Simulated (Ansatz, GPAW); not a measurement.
**Cutoff, mesh and smearing for Y/V(110)**

Aim: the settings at which the work function of Y/V(110) stops moving.

Calculated with GPAW 26.7.0 and Ansatz 0.2.0; Ansatz plane waves; slab in vacuum with a dipole correction, relaxation; PAW set soft_1, in the first sound run; inputs show where later runs differ.

Report form: the programs' logs are mostly left out.

## Step 1: The starting structure

The cell holds 17 atoms: 16 V and 1 Y. Its edges and angles: a = 5.231 Å, b = 5.231 Å, c = 27.762 Å, α = 90.0°, β = 90.0°, γ = 70.5°. Vacuum lies along c.

## Step 2: Relaxing the atoms

Forces are removed first; all later runs use this geometry. The lowest 12 atoms are held at bulk positions and keep their forces.

The input, input.yaml:

```yaml
crystal:
  lattice:
    - [4.2709249584, -3.02, 0.0]
    - [4.2709249584, 3.02, 0.0]
    - [0.0, 0.0, 27.7620881468]
  atoms:
    - { symbol: V, position: [0.0, 0.0, 0.3241831073] }
    - { symbol: V, position: [0.25, 0.25, 0.4011032031] }
    - { symbol: V, position: [0.0, 0.0, 0.4780232988] }
    - { symbol: V, position: [0.25, 0.25, 0.5549433946] }
    - { symbol: V, position: [0.0, 0.5, 0.3241831073] }
    - { symbol: V, position: [0.25, 0.75, 0.4011032031] }
    - { symbol: V, position: [0.0, 0.5, 0.4780232988] }
    - { symbol: V, position: [0.25, 0.75, 0.5549433946] }
    - { symbol: V, position: [0.5, 0.0, 0.3241831073] }
    - { symbol: V, position: [0.75, 0.25, 0.4011032031] }
    - { symbol: V, position: [0.5, 0.0, 0.4780232988] }
    - { symbol: V, position: [0.75, 0.25, 0.5549433946] }
    - { symbol: V, position: [0.5, 0.5, 0.3241831073] }
    - { symbol: V, position: [0.75, 0.75, 0.4011032031] }
    - { symbol: V, position: [0.5, 0.5, 0.4780232988] }
    - { symbol: V, position: [0.75, 0.75, 0.5549433946] }
    - { symbol: "Y", position: [0.0, 0.25, 0.6758168927] }
kpoints:
  mp_grid: { grid: [7, 7, 1] }
hamiltonian:
  xc: pbe
  pseudopotentials: { kind: paw, azcp: { folder: soft_1 } }
scf:
  occupations: { method: fermi_dirac, width: 0.1 }
efield:
  axis: 3
  dipole_correction: true
  ramp_width: 0.05
relax:
  f_tol: 0.02
  max_steps: 60
  constraints: [{ sites: [0, 1, 2, 4, 5, 6, 8, 9, 10, 12, 13, 14] }]
output:
  write_potential: true
  write_density: true
  volumetric_format: npy
```

Launch:

```sh
$ ansatz run input.yaml --threads 4 --pin off --max-ram 8192MiB --backend cpu --events-out ev --progress --plain --runs-dir out
```

Run time: 17 min. Hardware: 4 threads of Arm Neoverse V1, shared host; peak memory 3 GiB.

This run has no spin polarisation, although V can carry a moment.

The steps of the relaxation:

```
step  energy less that of the first step (eV)  largest force component (eV/Å)
   1                                   0.0000                          1.8777
   2                                  -0.3705                          1.9514
   3                                  -0.7472                          1.9414
   4                                  -1.1250                          1.7329
   5                                  -1.4358                          1.2286
   6                                  -1.6501                          0.6874
   7                                  -1.7115                          0.0838
   8                                  -1.7143                          0.0167
   9                                  -1.7143                          0.0167
```

The run keeps the 2 symmetry operations that it works with, so distortions that break them were not tested.

The atoms that moved most (Å):

```
atom      dx      dy      dz  length
 Y17   0.000   0.000  -1.154   1.154
  V4   0.002   0.000  -0.207   0.207
 V12  -0.002   0.000  -0.207   0.207
 V16   0.009  -0.020  -0.008   0.023
  V8  -0.009   0.020  -0.008   0.023
```

Final coordinates:

```
V Y
1.0
     4.27092   -3.02000    0.00000
     4.27092    3.02000    0.00000
     0.00000    0.00000   27.76209
V Y
16 1
Direct
  0.00000 0.00000 0.32418
  0.25000 0.25000 0.40110
  0.00000 0.00000 0.47802
  0.25026 0.25018 0.54748
  0.00000 0.50000 0.32418
  0.25000 0.75000 0.40110
  0.00000 0.50000 0.47802
  0.24571 0.75230 0.55465
  0.50000 0.00000 0.32418
  0.75000 0.25000 0.40110
  0.50000 0.00000 0.47802
  0.74974 0.24982 0.54748
  0.50000 0.50000 0.32418
  0.75000 0.75000 0.40110
  0.50000 0.50000 0.47802
  0.75429 0.74770 0.55465
  0.00000 0.25000 0.63425
```

This step gave:

```
free energy             : -50440.0189 eV
smearing term TS        : 0.9102 eV
symmetry operations     : 2
upper work function     : 2.452 eV
lower work function     : 4.762 eV
dipole along the normal : 0.3293 e·Å
dipole field            : 0.08321 V/Å
vacuum level above      : 5.734 eV
vacuum level below      : 8.044 eV
```

The electrostatic potential energy of an electron (with the applied field's), less the Fermi level, planar mean oscillates, so the rows of the table below give means over windows of 2.24 Å about each position, cut where the curve ends. Its maxima inside the range that stand out by 2 % of the span (Å: eV): 2.3: 4.76, 10.1: -1.09, 12.1: -1.12, 14.3: -2.33, 16.6: 0.468. Its minima: 9.0: -15.8, 11.1: -15.6, 13.3: -15.6, 15.3: -15.5, 17.6: -4.28.

Electrostatic potential energy of an electron (with the applied field's), less the Fermi level, planar mean against z; means over each step:

```
z (Å)  electrostatic potential energy of an electron (with the applied field's), less the Fermi level, planar mean (eV)
 1.12                                                                                                              4.58
 3.36                                                                                                              4.76
 5.60                                                                                                              4.70
 7.84                                                                                                             -2.37
10.08                                                                                                             -9.30
12.32                                                                                                             -9.27
14.56                                                                                                             -10.0
16.80                                                                                                             -3.31
19.04                                                                                                             0.609
21.28                                                                                                              2.41
23.52                                                                                                              2.45
25.76                                                                                                              2.45
```

The valence density, planar mean oscillates, so the rows of the table below give means over windows of 2.17 Å about each position, cut where the curve ends. Its maxima inside the range that stand out by 2 % of the span (Å: e/Å³): 9.0: 2.06, 11.1: 2.06, 13.3: 2.05, 15.3: 1.99, 17.6: 0.301. Its minima: 10.1: 0.270, 12.1: 0.269, 14.3: 0.309, 16.6: 0.133.

Valence density, planar mean against z; means over each step:

```
z (Å)  valence density, planar mean (e/Å³)
 3.25                               6.4e-6
 5.42                              0.00109
 7.59                                0.197
 9.77                                0.954
11.93                                0.954
14.11                                 1.05
16.27                                0.627
18.45                                0.128
20.62                              0.00194
22.79                               4.5e-5
```

The relaxation lowered the energy of the cell by 1.71 eV.

## Step 3: The slab's potential

The work function is the vacuum plateau of the electrostatic potential less the Fermi level; a dipole layer lets the two faces have plateaus of their own.

This step: GPAW, PAW setups; slab in vacuum (GPAW 26.7.0).

The input, run.py:

```python
import json
import numpy as np
from ase import Atoms
from gpaw import GPAW, PW

slab = Atoms(
    ['V', 'V', 'V', 'V', 'V', 'V', 'V', 'V', 'V', 'V', 'V', 'V', 'V', 'V', 'V', 'V', 'Y'],
    positions=[
        [0.00000, 0.00000, 9.00000],
        [2.13546, 0.00000, 11.13546],
        [0.00000, 0.00000, 13.27092],
        [2.13736, -0.00023, 15.19911],
        [2.13546, 1.51000, 9.00000],
        [4.27092, 1.51000, 11.13546],
        [2.13546, 1.51000, 13.27092],
        [4.26242, 1.52993, 15.39838],
        [2.13546, -1.51000, 9.00000],
        [4.27092, -1.51000, 11.13546],
        [2.13546, -1.51000, 13.27092],
        [4.26903, -1.50977, 15.19911],
        [4.27092, 0.00000, 9.00000],
        [6.40639, -0.00000, 11.13546],
        [4.27092, 0.00000, 13.27092],
        [6.41489, -0.01993, 15.39838],
        [1.06773, 0.75500, 17.60823]],
    cell=[[4.27092, -3.02, 0.0], [4.27092, 3.02, 0.0], [0.0, 0.0, 27.76209]],
    pbc=[True, True, False])

slab.calc = GPAW(mode=PW(400), xc='PBE', kpts={'size': (7, 7, 1), 'gamma': True},
                 occupations={'name': 'fermi-dirac', 'width': 0.1}, nbands='160%',
                 convergence={'density': 1e-05}, maxiter=200,
                 poissonsolver={'dipolelayer': 'xy'},
                 symmetry={'tolerance': 1e-3}, txt='slab.txt')
result = {}
energy = slab.get_potential_energy()
fermi = slab.calc.get_fermi_level()
v = slab.calc.get_electrostatic_potential().mean((0, 1)) - fermi
n = slab.calc.get_pseudo_density().mean((0, 1))
L = slab.cell[2, 2]
z = np.arange(len(v)) * L / len(v)
low, high = slab.positions[:, 2].min(), slab.positions[:, 2].max()
below, above = np.interp([low - 6.8, high + 6.8], z, v)
slopes = [np.interp(x, z, np.gradient(v, z)) for x in (low - 6.8, high + 6.8)]
eps = np.array([[slab.calc.get_eigenvalues(k, s) for k in range(len(slab.calc.get_ibz_k_points()))]
                for s in range(slab.calc.get_number_of_spins())]) - fermi
top, bottom = eps[eps < 0].max(), eps[eps > 0].min()
dipole = slab.get_dipole_moment()[2]
print(f'energy {energy:.4f} eV, Fermi level {fermi:.4f} eV, dipole {dipole:.5f} e A')
print(f'potential 6.8 A off the faces, from the Fermi level: lower {below:.4f} eV, upper {above:.4f} eV')
print(f'slope of the potential there: lower {slopes[0]:.5f}, upper {slopes[1]:.5f} eV/A')
print(f'nearest levels on the mesh: {top:.4f} and {bottom:.4f} eV')
print('magnetic moment', round(slab.get_magnetic_moment(), 3))
result.update(energy=energy, fermi=fermi, dipole=dipole, below=below, above=above, slopes=slopes, edges=[top, bottom],
              z=z.tolist(), v=v.tolist(), n=n.tolist(), positions=slab.positions.tolist(),
              forces=slab.get_forces(apply_constraint=False).tolist(), moments=slab.get_magnetic_moments().tolist())
json.dump(result, open('result.json', 'w'))
```

Launch:

```sh
$ OMP_NUM_THREADS=1 OPENBLAS_NUM_THREADS=1 python run.py
```

Run time: 87 min. Hardware: 1 thread; peak memory 1.4 GiB.

Numbers from this step:

| Item | Value |
| --- | --- |
| dipole along the normal | 0.3287 e·Å |
| levels nearest the Fermi level on the mesh | -2.37e-4, 0.002033 eV from the Fermi level |
| upper work function | 2.449 eV |
| lower work function | 4.757 eV |

The electrostatic potential energy of an electron (without an applied field's), less the Fermi level, planar mean oscillates, so the rows of the table below give means over windows of 2.26 Å about each position, cut where the curve ends. Its maxima inside the range that stand out by 2 % of the span (Å: eV): 1.3: 4.76, 10.1: -1.01, 12.2: -1.04, 14.3: -2.12, 16.7: 0.480. Its minima: 9.0: -19.8, 11.1: -19.7, 13.3: -19.8, 15.3: -19.2, 17.6: -6.22.

Electrostatic potential energy of an electron (without an applied field's), less the Fermi level, planar mean against z; means over each step:

```
z (Å)  electrostatic potential energy of an electron (without an applied field's), less the Fermi level, planar mean (eV)
 1.13                                                                                                                4.66
 3.39                                                                                                                4.76
 5.65                                                                                                                4.69
 7.91                                                                                                               -3.22
10.17                                                                                                               -9.80
12.43                                                                                                               -9.66
14.69                                                                                                               -10.1
16.95                                                                                                               -3.07
19.21                                                                                                                1.06
21.47                                                                                                                2.42
23.73                                                                                                                2.45
25.99                                                                                                                2.45
```

The pseudo valence density, planar mean oscillates, so the rows of the table below give means over windows of 1 Å about each position, cut where the curve ends. Its maxima inside the range that stand out by 2 % of the span (Å: e/Å³): 9.0: 2.30, 11.1: 2.31, 13.4: 2.20, 15.2: 2.12, 17.7: 0.351. Its minima: 10.1: 0.268, 12.1: 0.269, 14.2: 0.310, 16.7: 0.131.

The pseudo valence density, planar mean by z; means over each step:

```
z (Å)  pseudo valence density, planar mean (e/Å³)
    5                                      2.1e-4
    6                                     0.00218
    7                                      0.0196
    8                                       0.211
    9                                        1.55
   10                                       0.373
   11                                        1.52
   12                                       0.442
   13                                        1.37
   14                                       0.633
   15                                        1.32
   16                                       0.605
   17                                       0.197
   18                                       0.218
   19                                      0.0230
   20                                     0.00374
   21                                      6.9e-4
   22                                      1.2e-4
```

Force by atom:

```
atom  x (eV/Å)  y (eV/Å)  z (eV/Å)   size
  V1    -0.009     0.013     0.534  0.534
  V2     0.008     0.020    -0.499  0.499
  V3    -0.146    -0.151    -0.214  0.299
  V4     0.000     0.012     0.082  0.083
  V5     0.009    -0.013     0.534  0.534
  V6     0.021     0.019    -0.331  0.333
  V7     0.146     0.151    -0.214  0.299
  V8     0.003    -0.009     0.053  0.054
  V9    -0.010     0.013     0.514  0.515
 V10    -0.008    -0.020    -0.499  0.499
 V11    -0.055    -0.139    -0.144  0.208
 V12     0.000    -0.012     0.082  0.083
 V13     0.010    -0.013     0.514  0.515
 V14    -0.021    -0.019    -0.331  0.333
 V15     0.055     0.139    -0.144  0.208
 V16    -0.003     0.009     0.053  0.054
 Y17     0.000     0.000     0.010  0.010
```

The potential is flat to 2.2e-4 eV/Å where it is read, so the vacuum is wide enough. The geometry is the other program's minimum; here the largest force on a free atom is 0.083 eV/Å.

## Step 4: Cutoff 200

The cutoff limits how sharply the smooth valence waves can vary, which tells mostly near the atoms.

run.py, as its differences from that of step 3:

```diff
@@ -28,3 +28,3 @@
 
-slab.calc = GPAW(mode=PW(400), xc='PBE', kpts={'size': (7, 7, 1), 'gamma': True},
+slab.calc = GPAW(mode=PW(200), xc='PBE', kpts={'size': (7, 7, 1), 'gamma': True},
                  occupations={'name': 'fermi-dirac', 'width': 0.1}, nbands='160%',
```

Run time: 33 min. Hardware: 1 thread; peak memory 0.6 GiB.

The run finished. A setting was moved off its sound value on purpose, so it serves as a test and not as the result.

The fault put into the input: a cutoff under that of the base run: the energy of the cell lies 8.2 eV from the base value (ecut = 200).

The two runs compared:

```
                     quantity  this run  sound run  difference
dipole along the normal (e·Å)   0.32908    0.32871      3.6e-4
     upper work function (eV)    2.4674     2.4493      0.0181
     lower work function (eV)    4.7703     4.7566      0.0136
```

## Step 5: Cutoff 300

run.py, as its differences from that of step 4:

```diff
@@ -28,3 +28,3 @@
 
-slab.calc = GPAW(mode=PW(200), xc='PBE', kpts={'size': (7, 7, 1), 'gamma': True},
+slab.calc = GPAW(mode=PW(300), xc='PBE', kpts={'size': (7, 7, 1), 'gamma': True},
                  occupations={'name': 'fermi-dirac', 'width': 0.1}, nbands='160%',
```

It took 61 min on 1 thread; peak memory 0.98 GiB.

The run finished. A setting was moved off its sound value on purpose, so it serves as a test and not as the result.

The fault put into the input: a cutoff under that of the base run: the energy of the cell lies 1.3 eV from the base value (ecut = 300).

The two runs compared:

```
                     quantity  this run  sound run  difference
dipole along the normal (e·Å)   0.32924    0.32871      5.3e-4
     upper work function (eV)    2.4506     2.4493     0.00123
     lower work function (eV)    4.7606     4.7566     0.00395
```

## Step 6: Cutoff 700: ecut = 700

run.py, as its differences from that of step 5:

```diff
@@ -28,3 +28,3 @@
 
-slab.calc = GPAW(mode=PW(300), xc='PBE', kpts={'size': (7, 7, 1), 'gamma': True},
+slab.calc = GPAW(mode=PW(700), xc='PBE', kpts={'size': (7, 7, 1), 'gamma': True},
                  occupations={'name': 'fermi-dirac', 'width': 0.1}, nbands='160%',
```

The job ended after 2.9 h (1 thread; peak memory 3 GiB).

Numbers from this step:

```
levels nearest the Fermi level on the mesh : -3.58e-4, 0.001993 eV from the Fermi level
lower work function                        : 4.755 eV
```

The electrostatic potential energy of an electron (without an applied field's), less the Fermi level, planar mean oscillates, so the rows of the table below give means over windows of 2.22 Å about each position, cut where the curve ends. Its maxima inside the range that stand out by 2 % of the span (Å: eV): 2.0: 4.76, 10.1: -1.01, 12.2: -1.02, 14.3: -2.12, 16.6: 0.480. Its minima: 9.0: -19.9, 11.1: -19.7, 13.2: -19.8, 15.3: -19.2, 17.6: -6.26.

The electrostatic potential energy of an electron (without an applied field's), less the Fermi level, planar mean by z; means over each step:

z (Å), electrostatic potential energy of an electron (without an applied field's), less the Fermi level, planar mean (eV) and a bar from the least value:
```
     1.11        4.7 ##############################
     3.33        4.8 ##############################
     5.55        4.7 ##############################
     7.77       -1.6 ##################
     9.99       -9.7 ##
    12.21       -9.6 ##
    14.43      -10.6 
    16.65       -4.0 #############
    18.87        0.0 #####################
    21.09        2.4 #########################
    23.31        2.4 #########################
    25.53        2.4 #########################
```

The pseudo valence density, planar mean oscillates, so the rows of the table below give means over windows of 1 Å about each position, cut where the curve ends. Its maxima inside the range that stand out by 2 % of the span (Å: e/Å³): 9.0: 2.31, 11.1: 2.31, 13.3: 2.28, 15.2: 2.14, 17.6: 0.359. Its minima: 10.0: 0.272, 12.2: 0.266, 14.3: 0.305, 16.7: 0.131.

Pseudo valence density, planar mean against z; means over each step:

```
z (Å)  pseudo valence density, planar mean (e/Å³)
    5                                      2.1e-4
    6                                     0.00211
    7                                      0.0193
    8                                       0.201
    9                                        1.57
   10                                       0.365
   11                                        1.52
   12                                       0.441
   13                                        1.39
   14                                       0.612
   15                                        1.33
   16                                       0.592
   17                                       0.197
   18                                       0.218
   19                                      0.0231
   20                                     0.00371
   21                                      6.9e-4
   22                                      1.2e-4
```

Force by atom:

```
atom  x (eV/Å)  y (eV/Å)  z (eV/Å)   size
  V1    -0.009     0.013     0.536  0.536
  V2     0.008     0.020    -0.499  0.499
  V3    -0.146    -0.153    -0.216  0.302
  V4     0.000     0.012     0.083  0.084
  V5     0.009    -0.013     0.536  0.536
  V6     0.021     0.019    -0.331  0.332
  V7     0.146     0.153    -0.216  0.302
  V8     0.003    -0.009     0.050  0.051
  V9    -0.010     0.013     0.517  0.517
 V10    -0.008    -0.020    -0.499  0.499
 V11    -0.055    -0.141    -0.146  0.211
 V12     0.000    -0.012     0.083  0.084
 V13     0.010    -0.013     0.517  0.517
 V14    -0.021    -0.019    -0.331  0.332
 V15     0.055     0.141    -0.146  0.211
 V16    -0.003     0.009     0.050  0.051
 Y17     0.000     0.000     0.009  0.009
```

The upper face's work function is 2.449 eV, against 2.449 eV in the first plane-wave PBE run at this geometry.

[end of part 1 of 2]

[Logs are printed without paths, hosts, clocks, repeated set-up lines and the standing remarks that a program may print on its own settings, such as how far it seeks lower states.]

[Hosts, paths, dates, database ids (printed as entryN), source tags and the programs' standing remarks are cut or masked in the printed files.]
